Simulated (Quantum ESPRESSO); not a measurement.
# Core-hole calculation of the Gd L₃ edge in GdO2 (P2_1/m)

Aim: the near-edge shape at the Gd L₃ edge of GdO2 (P2_1/m), and what the core hole does to it.

Calculated with Quantum ESPRESSO 7.5; X-ray absorption near-edge structure, plane-wave PAW LDA, one-electron final states by a Lanczos continued fraction, without spin-orbit coupling.

## (1) Set-up

It takes space group P2_1/m (No. 11, monoclinic). Conventional cell: a = 4.184 Å, b = 3.729 Å, c = 6.083 Å, α = 90.00°, β = 104.48°, γ = 90.00°. Nearest to Gd lie 7 O at 2.29 to 2.38 Å. O has 3 Gd at 2.35 to 2.38 Å nearest. Nearest to O lie 4 Gd at 2.29 to 2.36 Å. Farther neighbours and most contacts between anions are not listed.

## (2) The field without a hole

A plain self-consistent run shows whether there is a gap, which decides the set-up of the core-hole run.

The input, scf.in:

```
&control
   calculation='scf', prefix='x', pseudo_dir='../pp', outdir='tmp', tprnfor=.true.
/
&system
   ibrav=0, nat=6, ntyp=3, nbnd=28
   ecutwfc=47, ecutrho=360
   occupations='smearing', smearing='mv', degauss=0.015
/
&electrons
   conv_thr=6.0e-08, electron_maxstep=120
   mixing_beta=0.5
/
ATOMIC_SPECIES
Gd3 1.0 Gd.lda-spdn-kjpaw.UPF
Gd 1.0 Gd.lda-spdn-kjpaw.UPF
O 1.0 O.lda-n-kjpaw.UPF
CELL_PARAMETERS angstrom
  4.18441800 0.00000000 0.00000000
  0.00000000 3.72870900 0.00000000
  -1.52079600 0.00000000 5.88989000
ATOMIC_POSITIONS crystal
Gd3  0.68094300 0.75000000 0.79787900
Gd   0.31905700 0.25000000 0.20212100
O    0.30052400 0.75000000 0.44098500
O    0.69947600 0.25000000 0.55901500
O    0.23944800 0.75000000 0.95678800
O    0.76055200 0.25000000 0.04321200
K_POINTS automatic
7 7 5 0 0 0
```

The input, Gd.lda-spdn-kjpaw.ld1.in:

```
&input
   title='Gd', zed=64., rel=1, iswitch=3, dft='PZ',
   config='[Xe] 4f7.0 5d1.0 6s1.5 6p0.5'
/
&inputp
   file_pseudopw='Gd.lda-spdn-kjpaw.UPF', author='',
   lpaw=.true.,
   pseudotype=3,
   lloc=-1,
   rcloc=2.0,
   which_augfun='PSQ',
   rmatch_augfun_nc=.true.,
   nlcc=.true.,
   new_core_ps=.true.,
   rcore=1.1,
   tm=.true.,
   lgipaw_reconstruction=.true., use_paw_as_gipaw=.true.
/
6
5S  1  0  2.00  0.00  1.30  1.70  0.0
6S  2  0  1.50  0.00  1.30  1.70  0.0
5P  2  1  6.00  0.00  1.30  1.80  0.0
6P  3  1  0.50  0.00  1.30  1.80  0.0
5D  3  2  1.00  0.00  1.30  2.00  0.0
5D  3  2  0.00  2.00  1.30  2.00  0.0
```

The input, O.lda-n-kjpaw.ld1.in:

```
&input
   title='O', zed=8., rel=1, iswitch=3, dft='PZ',
   config='[He] 2s2 2p4'
/
&inputp
   file_pseudopw='O.lda-n-kjpaw.UPF', author='',
   lpaw=.true.,
   pseudotype=3,
   lloc=-1,
   rcloc=1.1,
   which_augfun='PSQ',
   rmatch_augfun_nc=.true.,
   nlcc=.true.,
   new_core_ps=.true.,
   rcore=0.7,
   tm=.true.,
   lgipaw_reconstruction=.true., use_paw_as_gipaw=.true.
/
4
2S  1  0  2.00  0.00  1.00  1.30  0.0
2S  1  0  0.00  1.00  1.00  1.30  0.0
2P  2  1  4.00  0.00  0.90  1.35  0.0
2P  2  1  0.00  0.05  0.90  1.35  0.0
```

On the command line:

```console
OMP_NUM_THREADS=1 mpirun --oversubscribe --bind-to none -np 4 pw.x -nk 4 -in scf.in > scf.out
```

The log of the run:

```text
     [... banner and references ...]
using ibrav=0 with symmetry is DISCOURAGED, use correct ibrav instead

     G-vector sticks info
     --------------------

     Using Slab Decomposition

     bravais-lattice index     =            0
     lattice parameter (alat)  =       7.9074  a.u.
     unit-cell volume          =     620.1508 (a.u.)^3
     number of atoms/cell      =            6
     number of atomic types    =            3
     number of electrons       =        46.00
     number of Kohn-Sham states=           28
     kinetic-energy cutoff     =      47.0000  Ry
     charge density cutoff     =     360.0000  Ry
     scf convergence threshold =      6.0E-08
     mixing beta               =       0.5000
     number of iterations used =            8  plain     mixing
     Exchange-correlation= SLA  PZ   NOGX NOGC
                           (   1   1   0   0   0   0   0)

     celldm(1)=   7.907404  celldm(2)=   0.000000  celldm(3)=   0.000000
     celldm(4)=   0.000000  celldm(5)=   0.000000  celldm(6)=   0.000000

     crystal axes: (cart. coord. in units of alat)
               a(1) = (   1.000000   0.000000   0.000000 )
               a(2) = (   0.000000   0.891094   0.000000 )
               a(3) = (  -0.363443   0.000000   1.407577 )

     reciprocal axes: (cart. coord. in units 2 pi/alat)
               b(1) = (  1.000000 -0.000000  0.258204 )
               b(2) = (  0.000000  1.122216 -0.000000 )
               b(3) = (  0.000000  0.000000  0.710441 )

     PseudoPot. #1 for Gd:     Pseudo is Projector augmented-wave + core cor, Zval = 11.0

     PseudoPot. #2 for Gd:     Pseudo is Projector augmented-wave + core cor, Zval = 11.0

     ../pp/O.lda-n-kjpaw.UPF
     Pseudo is Projector augmented-wave + core cor, Zval =  6.0
     Shape of augmentation charge: PSQ
     Using radial grid of 1095 points,  4 beta functions with:
                l(1) =   0
                l(2) =   0
                l(3) =   1
                l(4) =   1
     Q(r) pseudized with 0 coefficients

     atomic species   valence    mass     pseudopotential
     Gd3              11.00     1.00000     Gd( 1.00)
     Gd               11.00     1.00000     Gd( 1.00)
     O                 6.00     1.00000     O ( 1.00)

      2 Sym. Ops. (no inversion) found ( 1 have fractional translation)

   Cartesian axes

     site n.     atom                  positions (alat units)
         1        Gd3    tau(   1) = (   0.3909597   0.6683204   1.1230760  )
         2        Gd     tau(   2) = (   0.2455976   0.2227735   0.2845008  )
         3        O      tau(   3) = (   0.1402512   0.6683204   0.6207203  )
         4        O      tau(   4) = (   0.4963061   0.2227735   0.7868566  )
         5        O      tau(   5) = (  -0.1082896   0.6683204   1.3467527  )
         6        O      tau(   6) = (   0.7448469   0.2227735   0.0608242  )

     number of k points=    72  Marzari-Vanderbilt smearing, width (Ry)=  0.0150
                       cart. coord. in units 2pi/alat
        k(    1) = (   0.0000000   0.0000000   0.0000000), wk =   0.0081633
        k(    2) = (   0.0000000   0.0000000   0.1420882), wk =   0.0163265
        k(    3) = (   0.0000000   0.0000000   0.2841763), wk =   0.0163265
        k(    4) = (   0.0000000   0.1603166   0.0000000), wk =   0.0163265
        k(    5) = (   0.0000000   0.1603166   0.1420882), wk =   0.0326531
[...]
k(   70) = (   0.4285714   0.4809498   0.3948354), wk =   0.0326531
        k(   71) = (   0.4285714   0.4809498  -0.1735172), wk =   0.0326531
        k(   72) = (   0.4285714   0.4809498  -0.0314291), wk =   0.0326531

     Dense  grid:    71533 G-vectors     FFT dimensions: (  48,  48,  72)

     Smooth grid:    27037 G-vectors     FFT dimensions: (  36,  32,  54)

     Initial potential from superposition of free atoms

     starting charge      45.9588, renormalised to      46.0000
[...]
total energy              =   -1247.21668665 Ry
     estimated scf accuracy    <       0.85256805 Ry

[...]
total energy              =   -1247.30092269 Ry
[...]
iteration # 16     ecut=    47.00 Ry     beta= 0.50
     Davidson diagonalization with overlap
     ethr =  1.22E-08,  avg # of iterations =  1.1

     total energy              =   -1247.30092366 Ry
     estimated scf accuracy    <       0.00000136 Ry

     iteration # 17     ecut=    47.00 Ry     beta= 0.50
     Davidson diagonalization with overlap
     ethr =  2.95E-09,  avg # of iterations =  2.1

     total energy              =   -1247.30092375 Ry
     estimated scf accuracy    <       0.00000006 Ry

     iteration # 18     ecut=    47.00 Ry     beta= 0.50
     Davidson diagonalization with overlap
     ethr =  1.33E-10,  avg # of iterations =  6.0

     End of self-consistent calculation

          k = 0.0000 0.0000 0.0000 (  3397 PWs)   bands (ev):

   -34.5981 -34.5374 -13.5440 -12.4525 -12.3058 -12.3009 -12.1442 -12.0804
    -9.7904  -8.9532  -8.4669  -7.7301   3.2609   3.3196   3.5746   3.8266
     4.5819   4.9690   5.4473   5.6153   6.0423   6.0613   6.2617   6.3004
    11.7991  12.3122  12.5730  13.5619

          k = 0.0000 0.0000 0.1421 (  3385 PWs)   bands (ev):

   -34.5950 -34.5405 -13.4529 -12.4981 -12.3604 -12.2885 -12.2473 -12.0936
    -9.5419  -8.9367  -8.4872  -7.8731   3.2676   3.3590   3.7804   3.9829
[...]
12.1215  12.4884  12.6515  13.4708

          k = 0.0000 0.0000 0.2842 (  3384 PWs)   bands (ev):

[...]
12.7188  12.8033  12.9589  13.3326

          k = 0.0000 0.1603 0.0000 (  3395 PWs)   bands (ev):

[...]
12.2284  12.3495  12.5965  13.5766

          k = 0.0000 0.1603 0.1421 (  3386 PWs)   bands (ev):

[...]
12.4278  12.4734  12.7249  13.5498

[...]
k = 0.1429 0.0000-0.2473 (  3391 PWs)   bands (ev):

[...]
k = 0.1429 0.0000-0.1052 (  3391 PWs)   bands (ev):

[...]
k = 0.1429 0.1603-0.2473 (  3383 PWs)   bands (ev):

[...]
k = 0.1429 0.1603-0.1052 (  3378 PWs)   bands (ev):

[...]
k = 0.1429 0.3206-0.2473 (  3365 PWs)   bands (ev):

[...]
k = 0.4286 0.3206-0.0314 (  3371 PWs)   bands (ev):

[...]
k = 0.4286 0.4809 0.1107 (  3387 PWs)   bands (ev):

[...]
k = 0.4286 0.4809 0.2527 (  3375 PWs)   bands (ev):

[...]
k = 0.4286 0.4809 0.3948 (  3369 PWs)   bands (ev):

[...]
12.2211  12.4058  13.4475  13.4978

          k = 0.4286 0.4809-0.1735 (  3365 PWs)   bands (ev):

[...]
12.1810  12.3537  13.4440  13.5138

          k = 0.4286 0.4809-0.0314 (  3384 PWs)   bands (ev):

   -34.5451 -34.5403 -13.4162 -13.3933 -12.7681 -12.5317 -12.3654 -12.3247
    -8.7685  -8.6851  -7.7384  -7.6454   3.0682   3.1502   4.1592   4.3963
     4.8384   5.0470   5.3016   5.5119   5.6752   5.7843   6.3398   6.4342
    12.2793  12.4334  13.3719  13.4991

     the Fermi energy is     6.2385 ev

!    total energy              =   -1247.30092379 Ry
     total all-electron energy =    -45654.098186 Ry
     estimated scf accuracy    <       0.00000002 Ry
     smearing contrib. (-TS)   =      -0.00008211 Ry
     internal energy E=F+TS    =   -1247.30084169 Ry

     The total energy is F=E-TS. E is the sum of the following terms:
     one-electron contribution =     -70.02993991 Ry
     hartree contribution      =      61.93500351 Ry
     xc contribution           =    -154.22024851 Ry
     ewald contribution        =    -210.60288759 Ry
     one-center paw contrib.   =    -874.38276919 Ry

     convergence has been achieved in  18 iterations

     Forces acting on atoms (cartesian axes, Ry/au):

     atom    1 type  1   force =    -0.00633163    0.00000000   -0.00581978
     atom    2 type  2   force =     0.00633427    0.00000000    0.00581683
     atom    3 type  3   force =     0.01778796    0.00000000    0.00991751
     atom    4 type  3   force =    -0.01778904    0.00000000   -0.00991542
     atom    5 type  3   force =     0.00160500    0.00000000    0.00407554
     atom    6 type  3   force =    -0.00160656    0.00000000   -0.00407468

     Total force =     0.031872     Total SCF correction =     0.000318

     XML data file, charge density, pseudopotentials, collected wavefunctions

=------------------------------------------------------------------------------=
   JOB DONE.
=------------------------------------------------------------------------------=
```

It took 39 s on 4 MPI ranks of Intel Xeon Platinum 8488C (Sapphire Rapids), shared host; peak memory 0.17 GiB.

Absorbing atoms carry a label of their own (element plus a letter or digit), as the spectrum program needs them as separate species.

The mesh shows no gap, so the system is treated as a metal and the core electron is put at the Fermi level (neutral cell).

## (3) Spectrum without a core hole, Gd atom 1

Without a hole the spectrum is the empty density of states of the right symmetry on the absorber, weighted by matrix elements. It needs only the small cell and serves as the baseline.

The absorber has 2 O at 2.29 Å, 1 O at 2.35 Å, 2 O at 2.36 Å and 2 O at 2.38 Å (7-fold, site symmetry m).

The input, xspectra.in:

```
&input_xspectra
   calculation='xanes_dipole', edge='L3'
   prefix='x', outdir='tmp', xiabs=1, xe0=6.2385
   xonly_plot=.false., x_save_file='xanes.sav'
   xniter=3000, xcheck_conv=20, xerror=0.005
   xcoordcrys=.false., xepsilon(1)=1, xepsilon(2)=0, xepsilon(3)=0
/
&plot
   xnepoint=501, xemin=-10, xemax=70, terminator=.true., cut_occ_states=.true.
   xgamma=0.4
/
&pseudos
   filecore='../Gd.wfc'
/
&cut_occ
   cut_desmooth=0.1, cut_stepl=0.05, cut_stepu=0.05, cut_ierror=1e-5
/
6 6 4 0 0 0
```

On the command line:

```console
OMP_NUM_THREADS=1 mpirun --oversubscribe --bind-to none -np 4 xspectra.x -nk 4 -in xspectra.in > xspectra.out
```

The log of the run:

```text
     [... banner and references ...]
Reading input_file

     calculation: xanes_dipole

     xepsilon  [cartesian coordinates]:   1.000000   0.000000   0.000000

     xonly_plot: FALSE
        => complete calculation: Lanczos + spectrum plot

     filecore (core-wavefunction file): ../Gd.wfc

     main plot parameters:
        cut_occ_states: TRUE
        gamma_mode:  constant
        -> using xgamma [eV]:  0.40
        xemin [eV]: -10.00
        xemax [eV]:  70.00
        xnepoint:  501
        xe0 [eV]:   6.238500 (energy zero read in input file)

[...]
Results of STEP 1 successfully written in x_save_file
     x_save_file name:
     ->  xanes.sav
     x_save_file version:  2

     ... End STEP 1 ...

     ... Begin STEP 2 ...

     The spectrum is calculated using the following parameters:
        xe0 [eV]:    6.2385
        the occupied states are elimintate from the spectrum
        xemin [eV]: -10.00
        xemax [eV]:  70.00
        xnepoint:  501
        constant broadening parameter [eV]:    0.400
        Core level energy [eV]:  -7243.
         (from electron binding energy of neutral atoms in X-ray data booklet)

     Cross-section successfully written in xanes.dat

     ... End STEP 2 ...

                                END JOB XSpectra
```

Elapsed: 5.5 min, on 4 MPI ranks; peak memory 0.13 GiB.

The core hole lives too briefly for so narrow a line (tabulated full width 4.0 eV). The run keeps xgamma small, and the tables are broadened afterwards: Lorentzian half width 2 eV (not a setting of the program: the run's 0.4 eV curve was folded afterwards with a further Lorentzian).

The Gd L₃ spectrum, Gd atom 1, no core hole (energy from the energy zero of the input (xe0, at the border of filled and empty states); intensity scaled to a mean of 1 over the first 20 eV; folded afterwards to Lorentzian half width 2 eV; the points at xe0, where the cut of filled states can leave a spike, are interpolated; polarised curves are means over the symmetry-equivalent atoms):

```csv
E (eV),isotropic,ε ∥ x,ε ∥ y,ε ∥ z
-2.0,0.12,0.12,0.12,0.12
-1.5,0.13,0.13,0.13,0.13
-1.0,0.15,0.15,0.15,0.15
-0.5,0.16,0.16,0.16,0.16
0.0,0.18,0.18,0.18,0.18
0.5,0.20,0.20,0.20,0.20
1.0,0.22,0.22,0.22,0.22
1.5,0.25,0.25,0.25,0.25
2.0,0.29,0.29,0.29,0.28
2.5,0.33,0.33,0.34,0.33
3.0,0.39,0.39,0.39,0.38
3.5,0.46,0.46,0.47,0.46
4.0,0.56,0.56,0.57,0.55
4.5,0.68,0.68,0.69,0.67
5.0,0.84,0.84,0.85,0.82
5.5,1.03,1.03,1.05,1.01
6.0,1.24,1.24,1.26,1.22
6.5,1.45,1.46,1.46,1.44
7.0,1.64,1.64,1.63,1.64
7.5,1.79,1.80,1.76,1.80
8.0,1.89,1.90,1.85,1.93
8.5,1.96,1.96,1.91,2.00
9.0,1.99,1.97,1.96,2.04
9.5,1.98,1.94,1.99,2.02
10.0,1.93,1.86,1.97,1.95
10.5,1.82,1.74,1.89,1.82
11.0,1.67,1.59,1.74,1.66
11.5,1.49,1.44,1.55,1.48
12.0,1.33,1.31,1.35,1.31
12.5,1.19,1.21,1.18,1.17
13.0,1.07,1.12,1.04,1.06
13.5,0.99,1.05,0.93,0.97
14.0,0.91,0.98,0.86,0.91
14.5,0.85,0.91,0.80,0.85
15.0,0.81,0.86,0.76,0.80
15.5,0.77,0.81,0.73,0.77
16.0,0.74,0.77,0.71,0.73
16.5,0.71,0.74,0.70,0.71
17.0,0.70,0.72,0.69,0.70
17.5,0.69,0.70,0.68,0.69
18.0,0.69,0.70,0.68,0.69
18.5,0.69,0.69,0.68,0.68
19.0,0.68,0.69,0.68,0.68
19.5,0.68,0.69,0.68,0.67
20.0,0.67,0.69,0.67,0.66
20.5,0.67,0.68,0.67,0.65
21.0,0.66,0.67,0.66,0.64
21.5,0.65,0.67,0.66,0.63
22.0,0.65,0.66,0.65,0.63
22.5,0.65,0.66,0.65,0.63
23.0,0.65,0.66,0.65,0.63
23.5,0.65,0.65,0.65,0.63
24.0,0.65,0.64,0.66,0.64
24.5,0.65,0.64,0.66,0.64
25.0,0.65,0.63,0.67,0.65
25.5,0.65,0.63,0.68,0.65
26.0,0.65,0.62,0.68,0.65
26.5,0.65,0.62,0.68,0.65
27.0,0.65,0.61,0.68,0.65
27.5,0.64,0.61,0.67,0.64
28.0,0.64,0.61,0.66,0.64
28.5,0.63,0.60,0.65,0.64
29.0,0.63,0.61,0.65,0.65
29.5,0.64,0.61,0.65,0.65
30.0,0.64,0.62,0.65,0.66
30.5,0.65,0.63,0.65,0.67
31.0,0.66,0.64,0.66,0.67
31.5,0.67,0.65,0.66,0.69
32.0,0.67,0.66,0.66,0.70
```

Main maxima below 30 eV (height): 9.2 eV (1.99). At an L edge the dipole rule selects empty d (and weakly s) states on the absorber, and the strong line at the onset measures the empty part of its d band.

## (4) Supercell without a hole, the energy reference

The photon energy needs a difference of total energies, so the cell and mesh of the coming hole run are first run without a hole.

The input, scf.in:

```
&control
   calculation='scf', prefix='x', pseudo_dir='../pp', outdir='tmp', tprnfor=.true.
/
&system
   ibrav=0, nat=12, ntyp=2, nbnd=57
   ecutwfc=47, ecutrho=360
   occupations='smearing', smearing='mv', degauss=0.015
/
&electrons
   conv_thr=1.2e-07, electron_maxstep=120
   mixing_beta=0.5
/
ATOMIC_SPECIES
Gd 1.0 Gd.lda-spdn-kjpaw.UPF
O 1.0 O.lda-n-kjpaw.UPF
CELL_PARAMETERS angstrom
  -4.18441800 3.72870900 0.00000000
  -4.18441800 -3.72870900 0.00000000
  2.66362200 0.00000000 5.88989000
ATOMIC_POSITIONS crystal
Gd   0.43346800 0.68346800 0.79787900
Gd   0.93346800 0.18346800 0.79787900
Gd   0.06653200 0.81653200 0.20212100
Gd   0.56653200 0.31653200 0.20212100
O    0.44523050 0.69523050 0.44098500
O    0.94523050 0.19523050 0.44098500
O    0.05476950 0.80476950 0.55901500
O    0.55476950 0.30476950 0.55901500
O    0.73367000 0.98367000 0.95678800
O    0.23367000 0.48367000 0.95678800
O    0.76633000 0.51633000 0.04321200
O    0.26633000 0.01633000 0.04321200
K_POINTS automatic
5 5 5 0 0 0
```

On the command line:

```console
OMP_NUM_THREADS=1 mpirun --oversubscribe --bind-to none -np 4 pw.x -nk 4 -in scf.in > scf.out
```

The log of the run:

```text
     [... banner and references ...]
[banner, memory and clock lines left out]
Found identity + ( -0.5000  0.5000  0.0000) symmetry
     This is a supercell, fractional translations are disabled
     using ibrav=0 with symmetry is DISCOURAGED, use correct ibrav instead

     G-vector sticks info

     bravais-lattice index     =            0
     lattice parameter (alat)  =      10.5913  a.u.
     unit-cell volume          =    1240.3017 (a.u.)^3
[...]
atom    1 type  1   force =    -0.00638908    0.00000217   -0.00607742
     atom    2 type  1   force =    -0.00645456   -0.00000275   -0.00609125
     atom    3 type  1   force =     0.00645456    0.00000275    0.00609125
[...]
atom   11 type  2   force =    -0.00156434    0.00000088   -0.00407691
     atom   12 type  2   force =    -0.00157183   -0.00000262   -0.00407965

     Total force =     0.045075     Total SCF correction =     0.000262

     XML data file, charge density, pseudopotentials, collected wavefunctions
[key lines of the parts left out:]
!    total energy              =   -2494.60193030 Ry
the Fermi energy is     6.2384 ev
convergence has been achieved in  17 iterations
```

Run time: 2.6 min. Hardware: 4 MPI ranks; peak memory 0.34 GiB.

Reference energy: -1242311.301 eV with the cores included.

[end of part 1 of 3]

[Banner, clock and machine lines of the logs are left out without a mark of their own.]

[Logs are printed without paths, hosts, clocks, repeated set-up lines and the standing remarks that a program may print on its own settings, such as how far it seeks lower states.]

[Hosts, paths, dates, database ids (printed as entryN), source tags and the programs' standing remarks are cut or masked in the printed files.]

[Lists of maxima count a maximum above −3 eV only where it reaches 4 % of the highest in the window and stands out from its surroundings by 2 % of it (1.5 % where it reaches 55 %); shoulders and weaker maxima are passed over, and of the rest the first, up to two pre-edge ones and the few strongest are named.]
